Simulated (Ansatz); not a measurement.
# Ta(100) with 4 thermally displaced layers, 2x2: scattering by thermal displacements, part 2 of 2

Aim: the resistivity of Ta at 180 K from frozen thermal displacements between perfect leads.

Ansatz 0.2.0; Ansatz plane-wave DFT, PBE, PAW files; ballistic transport by layer matching (Landauer), zero bias; PAW set soft_1.

So far, open channels per spin nearest the Fermi level: step 2 (with 4 displaced layers) 10.5.

## 3. With 8 displaced layers

Each atom of 8 layers is moved at random, by amounts drawn from a normal law 0.0513 Å wide in each direction from the Debye model (240 K) at 180 K. A fresh draw is used; the growth of the resistance with length is what counts.

System of this step: Ta(100) with 8 thermally displaced layers, 2x2. The cell holds 72 atoms: 72 Ta. Cell: a = 6.605 Å, b = 6.605 Å, c = 29.723 Å, α = 90.0°, β = 90.0°, γ = 90.0°. It derives from Ta. Regions: lead, 40 atoms (40 Ta); scattering region, 32 atoms (32 Ta). The structure is stacked along c, and the current runs across the ab planes.

Contents of input.yaml:

```yaml
crystal:
  lattice:
    - [6.60512, 0.0, 0.0]
    - [0.0, 6.60512, 0.0]
    - [0.0, 0.0, 29.72304]
  atoms:
    - { symbol: Ta, position: [0.0, 0.0, 0.0277777778] }
    - { symbol: Ta, position: [0.0, 0.5, 0.0277777778] }
    - { symbol: Ta, position: [0.5, 0.0, 0.0277777778] }
    - { symbol: Ta, position: [0.5, 0.5, 0.0277777778] }
    - { symbol: Ta, position: [0.25, 0.25, 0.0833333333] }
    - { symbol: Ta, position: [0.25, 0.75, 0.0833333333] }
    - { symbol: Ta, position: [0.75, 0.25, 0.0833333333] }
    - { symbol: Ta, position: [0.75, 0.75, 0.0833333333] }
    - { symbol: Ta, position: [0.0, 0.0, 0.1388888889] }
    - { symbol: Ta, position: [0.0, 0.5, 0.1388888889] }
    - { symbol: Ta, position: [0.5, 0.0, 0.1388888889] }
    - { symbol: Ta, position: [0.5, 0.5, 0.1388888889] }
    - { symbol: Ta, position: [0.25, 0.25, 0.1944444444] }
    - { symbol: Ta, position: [0.25, 0.75, 0.1944444444] }
    - { symbol: Ta, position: [0.75, 0.25, 0.1944444444] }
    - { symbol: Ta, position: [0.75, 0.75, 0.1944444444] }
    - { symbol: Ta, position: [0.0, 0.0, 0.25] }
    - { symbol: Ta, position: [0.0, 0.5, 0.25] }
    - { symbol: Ta, position: [0.5, 0.0, 0.25] }
    - { symbol: Ta, position: [0.5, 0.5, 0.25] }
    - { symbol: Ta, position: [0.2640021644, 0.260220883, 0.306172785] }
    - { symbol: Ta, position: [0.2406090427, 0.7499653828, 0.3066893492] }
    - { symbol: Ta, position: [0.7399869561, 0.2530708576, 0.3062979704] }
    - { symbol: Ta, position: [0.7554095893, 0.7407971283, 0.3044127333] }
    - { symbol: Ta, position: [0.9966080596, 0.9909083916, 0.3641151623] }
    - { symbol: Ta, position: [0.9961458208, 0.5025567261, 0.3606645321] }
    - { symbol: Ta, position: [0.5123066266, 0.0102617417, 0.3622049704] }
    - { symbol: Ta, position: [0.4828744946, 0.5004043651, 0.3622919012] }
    - { symbol: Ta, position: [0.2578027104, 0.2451976751, 0.4198134509] }
    - { symbol: Ta, position: [0.2397377144, 0.7448586563, 0.4182815855] }
    - { symbol: Ta, position: [0.7503812486, 0.2655624376, 0.416992257] }
    - { symbol: Ta, position: [0.7450788654, 0.7470656061, 0.4147821552] }
    - { symbol: Ta, position: [0.9900699703, 0.0048995085, 0.47322595] }
    - { symbol: Ta, position: [0.0100612093, 0.4941352632, 0.4751394689] }
    - { symbol: Ta, position: [0.4977664453, 0.0122361773, 0.4714747605] }
    - { symbol: Ta, position: [0.4942838817, 0.5019413123, 0.4740036383] }
    - { symbol: Ta, position: [0.2512513538, 0.2454493161, 0.5254613658] }
    - { symbol: Ta, position: [0.2391074952, 0.7539068116, 0.5294871048] }
    - { symbol: Ta, position: [0.7487231154, 0.2416501209, 0.5292856033] }
    - { symbol: Ta, position: [0.740048879, 0.7444580909, 0.5288503338] }
    - { symbol: Ta, position: [0.9825120799, 0.0030028341, 0.5823287852] }
    - { symbol: Ta, position: [0.0008493132, 0.4994116537, 0.5836824038] }
    - { symbol: Ta, position: [0.5053950497, 0.99410601, 0.5857875023] }
    - { symbol: Ta, position: [0.5056431438, 0.5065574239, 0.5853451625] }
    - { symbol: Ta, position: [0.2561210737, 0.2565601131, 0.6390194461] }
    - { symbol: Ta, position: [0.2389112259, 0.7489504401, 0.6375598651] }
    - { symbol: Ta, position: [0.7389425629, 0.2520086748, 0.6379069508] }
    - { symbol: Ta, position: [0.7419964409, 0.7418938777, 0.6393524703] }
    - { symbol: Ta, position: [0.0027875702, 0.0102780354, 0.6944204125] }
    - { symbol: Ta, position: [0.0080970966, 0.5108982919, 0.6964308882] }
    - { symbol: Ta, position: [0.4816170442, 0.0095492332, 0.695031] }
    - { symbol: Ta, position: [0.5032935176, 0.5028851503, 0.6951055019] }
    - { symbol: Ta, position: [0.25, 0.25, 0.75] }
    - { symbol: Ta, position: [0.25, 0.75, 0.75] }
    - { symbol: Ta, position: [0.75, 0.25, 0.75] }
    - { symbol: Ta, position: [0.75, 0.75, 0.75] }
    - { symbol: Ta, position: [0.0, 0.0, 0.8055555556] }
    - { symbol: Ta, position: [0.0, 0.5, 0.8055555556] }
    - { symbol: Ta, position: [0.5, 0.0, 0.8055555556] }
    - { symbol: Ta, position: [0.5, 0.5, 0.8055555556] }
    - { symbol: Ta, position: [0.25, 0.25, 0.8611111111] }
    - { symbol: Ta, position: [0.25, 0.75, 0.8611111111] }
    - { symbol: Ta, position: [0.75, 0.25, 0.8611111111] }
    - { symbol: Ta, position: [0.75, 0.75, 0.8611111111] }
    - { symbol: Ta, position: [0.0, 0.0, 0.9166666667] }
    - { symbol: Ta, position: [0.0, 0.5, 0.9166666667] }
    - { symbol: Ta, position: [0.5, 0.0, 0.9166666667] }
    - { symbol: Ta, position: [0.5, 0.5, 0.9166666667] }
    - { symbol: Ta, position: [0.25, 0.25, 0.9722222222] }
    - { symbol: Ta, position: [0.25, 0.75, 0.9722222222] }
    - { symbol: Ta, position: [0.75, 0.25, 0.9722222222] }
    - { symbol: Ta, position: [0.75, 0.75, 0.9722222222] }
kpoints:
  mp_grid: { grid: [4, 4, 1] }
hamiltonian:
  xc: pbe
  pseudopotentials: { kind: paw, azcp: { folder: soft_1 } }
scf:
  occupations: { method: fermi_dirac, width: 0.1 }
output:
  transmission: { leads: [[0, 4]], kmesh: [8, 8], e_range: [-0.05, 0.05], de: 0.05 }
  write_potential: true
  write_density: true
  volumetric_format: npy
```

Started as:

```
> ansatz run input.yaml --threads 4 --pin off --max-ram 15360MiB --backend cpu --events-out ev --progress --plain --runs-dir out
```

Numbers of over 12 decimals in the logs are rounded to 6 here.

The program printed:

```text
[...]
Crystal: 72 atoms, lattice volume = 1296.745 Å³
Basis set: ecut = 420 eV, 25307 PW (Γ)
Bands: 562, of which v1, the nominal top of the filled ones, is band 468 counted from 1 (467 counted from 0)
Symmetry: 1 space group operations
[...]
k-points: 10 of 16 (time reversal used)
[...]
SCF iter   1: F=—  HF=-715201.266920 eV  |F-HF|=—  |Δ(HF+E_count)|=         —  Δρ=4.18e-2  dr2=2.89e1  ethr=3.10e-3  ⟨swp⟩=6.0  Hψ=22205  notcnv=0  defer=8
[...]
SCF iter   7: F=-715192.886563 eV  HF=-715192.886563 eV  |F-HF|=3.26e-9  |Δ(HF+E_count)|=   4.69e-8  Δρ=1.34e-6  dr2=1.84e-8  ethr=1.07e-11  ⟨swp⟩=11.1  Hψ=16647  notcnv=0
SCF 1 converged in 7 iterations: F = -715192.886563 eV  dr2 = 1.84e-8
[...]
transmission: 189 of 1836 steps passed
transmission: 369 of 1836 steps passed
[...]
transmission: 1836 of 1836 steps passed
SCF converged after 7 iterations
Free energy (F): -715192.886563 eV
[...]
Internal energy: -715189.799463 eV  (E = F + TS)
E sigma→0 (E₀):  -715191.343013 eV
Entropy (-TS):   -3.087100 eV (-42.876 meV/atom)
Fermi energy:    18.531892 eV
[...]
--- Band table (eV; the first three rows and the last of 10) ---
  k-point 0: bands = [... 464 lower, 19.1666, 19.1835, 19.1944, 19.1991, 19.2051, 19.2138, 19.2228, 19.2316, ... 90 higher]
  k-point 1: bands = [... 464 lower, 18.8081, 18.8231, 18.8431, 18.8582, 18.8716, 18.8846, 18.9420, 18.9585, ... 90 higher]
  k-point 2: bands = [... 464 lower, 18.3535, 18.3670, 18.4424, 18.4589, 18.5176, 18.5249, 18.5904, 18.6078, ... 90 higher]
  k-point 9: bands = [... 464 lower, 17.8703, 17.8746, 17.8816, 17.9256, 17.9326, 17.9430, 17.9712, 17.9773, ... 90 higher]
--- Transmission ---
  basis      : 377 plane waves across, 54 finite elements along
  points     : 34, standing for a mesh of 8 x 8
[...]
channels       : 1.048438e1 a spin
[...]
junction   : crystal 0 to crystal 0, 0.70 to 28.77 Å
    transmission   : 7.759533e0 a spin
[...]
```

It took 26 min on 4 threads of Arm Neoverse V1, shared host; peak memory 8.2 GiB.

Numbers from this step:

```yaml
free_energy: -715192.8866 eV
energy_at_zero_smearing: -715191.3430 eV
fermi_energy: 18.53 eV
transmission_per_spin_nearest_the_fermi_level: 7.760
step_of_the_lead_s_potential: 1.4 meV
```

Per spin. The transmission, zone mean by energy, zero at the Fermi level:

| energy (eV) | transmission, zone mean |
| --- | --- |
| -0.0500 | 7.81 |
| 0.0000 | 7.76 |
| 0.0500 | 7.40 |

Over the solved energies the transmission per spin lies between 7.40 and 7.81, out of 10.2 channels of the lead on average (up to 10.5).

## 4. With 12 displaced layers

Each atom of 12 layers is moved at random, by amounts drawn from a normal law 0.0513 Å wide in each direction from the Debye model (240 K) at 180 K. A fresh draw is used; the growth of the resistance with length is what counts.

System of this step: Ta(100) with 12 thermally displaced layers, 2x2. The cell holds 88 atoms: 88 Ta. Its edges and angles: a = 6.605 Å, b = 6.605 Å, c = 36.328 Å, α = 90.0°, β = 90.0°, γ = 90.0°. It derives from Ta. Regions: lead, 40 atoms (40 Ta); scattering region, 48 atoms (48 Ta). The structure is stacked along c, and the current runs across the ab planes.

Contents of input.yaml:

```yaml
crystal:
  lattice:
    - [6.60512, 0.0, 0.0]
    - [0.0, 6.60512, 0.0]
    - [0.0, 0.0, 36.32816]
  atoms:
    - { symbol: Ta, position: [0.0, 0.0, 0.0227272727] }
    - { symbol: Ta, position: [0.0, 0.5, 0.0227272727] }
    - { symbol: Ta, position: [0.5, 0.0, 0.0227272727] }
    - { symbol: Ta, position: [0.5, 0.5, 0.0227272727] }
    - { symbol: Ta, position: [0.25, 0.25, 0.0681818182] }
    - { symbol: Ta, position: [0.25, 0.75, 0.0681818182] }
    - { symbol: Ta, position: [0.75, 0.25, 0.0681818182] }
    - { symbol: Ta, position: [0.75, 0.75, 0.0681818182] }
    - { symbol: Ta, position: [0.0, 0.0, 0.1136363636] }
    - { symbol: Ta, position: [0.0, 0.5, 0.1136363636] }
    - { symbol: Ta, position: [0.5, 0.0, 0.1136363636] }
    - { symbol: Ta, position: [0.5, 0.5, 0.1136363636] }
    - { symbol: Ta, position: [0.25, 0.25, 0.1590909091] }
    - { symbol: Ta, position: [0.25, 0.75, 0.1590909091] }
    - { symbol: Ta, position: [0.75, 0.25, 0.1590909091] }
    - { symbol: Ta, position: [0.75, 0.75, 0.1590909091] }
    - { symbol: Ta, position: [0.0, 0.0, 0.2045454545] }
    - { symbol: Ta, position: [0.0, 0.5, 0.2045454545] }
    - { symbol: Ta, position: [0.5, 0.0, 0.2045454545] }
    - { symbol: Ta, position: [0.5, 0.5, 0.2045454545] }
    - { symbol: Ta, position: [0.2524824622, 0.247210554, 0.2473128437] }
    - { symbol: Ta, position: [0.2491535233, 0.7437534593, 0.2515263536] }
    - { symbol: Ta, position: [0.7477557294, 0.2506487639, 0.2487994417] }
    - { symbol: Ta, position: [0.7460314824, 0.749910366, 0.2479010511] }
    - { symbol: Ta, position: [0.002336901, 0.9991756148, 0.2937790325] }
    - { symbol: Ta, position: [0.9813611229, 0.5039874008, 0.2950340364] }
    - { symbol: Ta, position: [0.4958808163, 0.9981646248, 0.2980213651] }
    - { symbol: Ta, position: [0.4996129508, 0.5006731981, 0.2933531976] }
    - { symbol: Ta, position: [0.2628029896, 0.2571306444, 0.3424167516] }
    - { symbol: Ta, position: [0.2503705087, 0.7571241689, 0.3414332672] }
    - { symbol: Ta, position: [0.7547656573, 0.2488171683, 0.3388263743] }
    - { symbol: Ta, position: [0.757996175, 0.734961646, 0.340570042] }
    - { symbol: Ta, position: [0.9984104673, 0.991894973, 0.3872300263] }
    - { symbol: Ta, position: [0.9984430533, 0.4966046937, 0.3870982126] }
    - { symbol: Ta, position: [0.4962960652, 0.0107950431, 0.3868602693] }
    - { symbol: Ta, position: [0.4963135214, 0.4848893256, 0.3845156809] }
    - { symbol: Ta, position: [0.2584467633, 0.2496067092, 0.4314181044] }
    - { symbol: Ta, position: [0.2627712222, 0.740031351, 0.4309906025] }
    - { symbol: Ta, position: [0.7463270858, 0.2545569672, 0.4308805558] }
    - { symbol: Ta, position: [0.7452325647, 0.7375249052, 0.4328488084] }
    - { symbol: Ta, position: [0.0062652517, 0.9962976374, 0.4775035391] }
    - { symbol: Ta, position: [0.989953656, 0.4963331053, 0.4792198775] }
    - { symbol: Ta, position: [0.5010548886, 0.0179559632, 0.4761603636] }
    - { symbol: Ta, position: [0.5045099248, 0.4984805441, 0.4780722712] }
    - { symbol: Ta, position: [0.2499439539, 0.2456384124, 0.5215012638] }
    - { symbol: Ta, position: [0.2738289963, 0.7493988803, 0.5198775767] }
    - { symbol: Ta, position: [0.7449591271, 0.2552696714, 0.5220207225] }
    - { symbol: Ta, position: [0.7605732808, 0.7577905605, 0.5225120066] }
    - { symbol: Ta, position: [0.9963299749, 0.9921907656, 0.5671927118] }
    - { symbol: Ta, position: [0.9885508479, 0.5093604732, 0.5704296002] }
    - { symbol: Ta, position: [0.4902373938, 0.9908160529, 0.5656827755] }
    - { symbol: Ta, position: [0.4925090008, 0.4758577948, 0.5665676905] }
    - { symbol: Ta, position: [0.2600795244, 0.2473134603, 0.6148439566] }
    - { symbol: Ta, position: [0.2461997709, 0.7636837677, 0.6139178739] }
    - { symbol: Ta, position: [0.7470311082, 0.2698372387, 0.61317786] }
    - { symbol: Ta, position: [0.7405087482, 0.7515692286, 0.6135814868] }
    - { symbol: Ta, position: [0.0082873905, 0.9928371337, 0.6602280358] }
    - { symbol: Ta, position: [0.006627494, 0.4948107869, 0.6593215854] }
    - { symbol: Ta, position: [0.4935434612, 0.0182314358, 0.658095906] }
    - { symbol: Ta, position: [0.4964787411, 0.4917163908, 0.6586018132] }
    - { symbol: Ta, position: [0.249954332, 0.2559671967, 0.7036827901] }
    - { symbol: Ta, position: [0.2485561794, 0.7389911561, 0.7033762718] }
    - { symbol: Ta, position: [0.7714179195, 0.2580924602, 0.7034412425] }
    - { symbol: Ta, position: [0.7396058539, 0.742417847, 0.7045148037] }
    - { symbol: Ta, position: [0.0002699016, 0.994214888, 0.7481819717] }
    - { symbol: Ta, position: [0.0110546138, 0.5035104638, 0.7494707067] }
    - { symbol: Ta, position: [0.4982850385, 0.9958845309, 0.7458511429] }
    - { symbol: Ta, position: [0.5008989146, 0.4916798131, 0.7485831303] }
    - { symbol: Ta, position: [0.25, 0.25, 0.7954545455] }
    - { symbol: Ta, position: [0.25, 0.75, 0.7954545455] }
    - { symbol: Ta, position: [0.75, 0.25, 0.7954545455] }
    - { symbol: Ta, position: [0.75, 0.75, 0.7954545455] }
    - { symbol: Ta, position: [0.0, 0.0, 0.8409090909] }
    - { symbol: Ta, position: [0.0, 0.5, 0.8409090909] }
    - { symbol: Ta, position: [0.5, 0.0, 0.8409090909] }
    - { symbol: Ta, position: [0.5, 0.5, 0.8409090909] }
    - { symbol: Ta, position: [0.25, 0.25, 0.8863636364] }
    - { symbol: Ta, position: [0.25, 0.75, 0.8863636364] }
    - { symbol: Ta, position: [0.75, 0.25, 0.8863636364] }
    - { symbol: Ta, position: [0.75, 0.75, 0.8863636364] }
    - { symbol: Ta, position: [0.0, 0.0, 0.9318181818] }
    - { symbol: Ta, position: [0.0, 0.5, 0.9318181818] }
    - { symbol: Ta, position: [0.5, 0.0, 0.9318181818] }
    - { symbol: Ta, position: [0.5, 0.5, 0.9318181818] }
    - { symbol: Ta, position: [0.25, 0.25, 0.9772727273] }
    - { symbol: Ta, position: [0.25, 0.75, 0.9772727273] }
    - { symbol: Ta, position: [0.75, 0.25, 0.9772727273] }
    - { symbol: Ta, position: [0.75, 0.75, 0.9772727273] }
kpoints:
  mp_grid: { grid: [4, 4, 1] }
hamiltonian:
  xc: pbe
  pseudopotentials: { kind: paw, azcp: { folder: soft_1 } }
scf:
  occupations: { method: fermi_dirac, width: 0.1 }
output:
  transmission: { leads: [[0, 4]], kmesh: [8, 8], e_range: [-0.05, 0.05], de: 0.05 }
  write_potential: true
  write_density: true
  volumetric_format: npy
```

The program printed:

```text
[...]
Crystal: 88 atoms, lattice volume = 1584.911 Å³
Basis set: ecut = 420 eV, 30897 PW (Γ)
Bands: 687, of which v1, the nominal top of the filled ones, is band 572 counted from 1 (571 counted from 0)
Symmetry: 1 space group operations
[...]
k-points: 10 of 16 (time reversal used)
[...]
SCF iter   1: F=—  HF=-874134.267868 eV  |F-HF|=—  |Δ(HF+E_count)|=         —  Δρ=4.21e-2  dr2=3.80e1  ethr=3.10e-3  ⟨swp⟩=5.9  Hψ=27176  notcnv=0  defer=16
[...]
SCF iter   7: F=-874123.773542 eV  HF=-874123.773542 eV  |F-HF|=3.26e-9  |Δ(HF+E_count)|=   4.04e-8  Δρ=1.40e-6  dr2=2.43e-8  ethr=8.74e-12  ⟨swp⟩=10.7  Hψ=18841  notcnv=0
SCF 1 converged in 7 iterations: F = -874123.773542 eV  dr2 = 2.43e-8
[...]
transmission: 228 of 2278 steps passed
transmission: 456 of 2278 steps passed
[...]
transmission: 2278 of 2278 steps passed
SCF converged after 7 iterations
Free energy (F): -874123.773542 eV
[...]
Internal energy: -874120.062213 eV  (E = F + TS)
E sigma→0 (E₀):  -874121.917877 eV
Entropy (-TS):   -3.711329 eV (-42.174 meV/atom)
Fermi energy:    18.535679 eV
[...]
--- Band table (eV; the first three rows and the last of 10) ---
  k-point 0: bands = [... 568 lower, 19.2124, 19.2187, 19.2234, 19.2277, 19.2318, 19.2328, 19.2407, 19.2483, ... 111 higher]
  k-point 1: bands = [... 568 lower, 18.8472, 18.8596, 18.8800, 18.8927, 18.8979, 18.9013, 18.9146, 18.9371, ... 111 higher]
  k-point 2: bands = [... 568 lower, 18.3519, 18.3677, 18.3838, 18.3980, 18.4213, 18.4521, 18.5485, 18.5646, ... 111 higher]
  k-point 9: bands = [... 568 lower, 17.8552, 17.8640, 17.8689, 17.8708, 17.8904, 17.9000, 17.9049, 17.9080, ... 111 higher]
--- Transmission ---
  basis      : 377 plane waves across, 67 finite elements along
  points     : 34, standing for a mesh of 8 x 8
[...]
channels       : 1.048438e1 a spin
[...]
junction   : crystal 0 to crystal 0, 0.70 to 35.37 Å
    transmission   : 6.905022e0 a spin
[...]
```

Wall time 37 min (4 threads); peak memory 8.6 GiB; 2.1 h of CPU time.

This step gave:

```yaml
free_energy: -874123.7735 eV
energy_at_zero_smearing: -874121.9179 eV
fermi_energy: 18.54 eV
transmission_per_spin_nearest_the_fermi_level: 6.905
step_of_the_lead_s_potential: 3.3 meV
```

Per spin. Table of transmission, zone mean by energy, zero at the Fermi level:

| energy (eV) | transmission, zone mean |
| --- | --- |
| -0.0500 | 6.92 |
| 0.0000 | 6.91 |
| 0.0500 | 6.57 |

Over the solved energies the transmission per spin lies between 6.57 and 6.92, out of 10.2 channels of the lead on average (up to 10.5).

## 5. The fit

This step: Ansatz plane-wave DFT, PBE, PAW files; ballistic transport by layer matching (Landauer), zero bias; resistivity from the slope of the area resistance; PAW set soft_1 (Ansatz 0.2.0).

This step gave:

| Property | Result |
| --- | --- |
| resistivity | 14.23 µΩ cm |
| intercept | -0.004402 fΩ m² |
| scatter about the fit | 4.13e-4 fΩ m² |

Resistance, by row:

| run | length (Å) | T | channels N | RA (fΩ m²) |
| --- | --- | --- | --- | --- |
| n4 | 6.605 | 8.821 | 10.26 | 0.08928 |
| n8 | 13.21 | 7.656 | 10.21 | 0.1841 |
| n12 | 19.82 | 6.796 | 10.21 | 0.2772 |

Area resistance against length of the displaced region:

| length of the displaced region (Å) | area resistance (fΩ m²) |
| --- | --- |
| 6.61 | 0.0893 |
| 13.21 | 0.184 |
| 19.82 | 0.277 |

The area resistance goes from 0.089 to 0.28 fΩ m² between 6.6 and 19.8 Å, a slope of 14 µΩ cm.

By hand from the end points: (0.2772 − 0.08928) fΩ m² / (19.82 − 6.61) Å = 14 µΩ cm, since 1 fΩ m² per Å is 1000 µΩ cm.

## 6. What came out

| Quantity | Value |
| --- | --- |
| resistivity from the slope | 14.2 µΩ cm |
| area resistance over 6.61 Å | 0.0893 fΩ m² |
| area resistance over 13.2 Å | 0.184 fΩ m² |
| area resistance over 19.8 Å | 0.277 fΩ m² |

What this shows: The slope gives 14 µΩ cm. The points scatter by 4.1e-4 fΩ m² about the line, with one random draw a length in a 2x2 cell, so the slope is a rough value. The mean square of the displacements drawn is 0.78, 0.99 and 1.2 of the nominal one at the three lengths; with each resistance scaled back by that, the slope is 9.2 µΩ cm, the value used below. Read with a model of isotropic scattering on a spherical Fermi surface and the lead's 1.8×10¹⁵ S/m², this slope means a mean free path near 49 Å; over these lengths the model's slope is 1.10 times its bulk resistivity, which would be 8.3 µΩ cm. Uncorrelated displacements put too much weight on short waves, which scatter strongly; with the sideways repeat of a small cell, one draw and three short lengths, the method is good to a factor of two or three. Spin-orbit coupling is left out, which matters for Ta.

[Logs are printed without paths, hosts, clocks, repeated set-up lines and the standing remarks that a program may print on its own settings, such as how far it seeks lower states.]

[Hosts, paths, dates, database ids (printed as entryN), source tags and the programs' standing remarks are cut or masked in the printed files.]
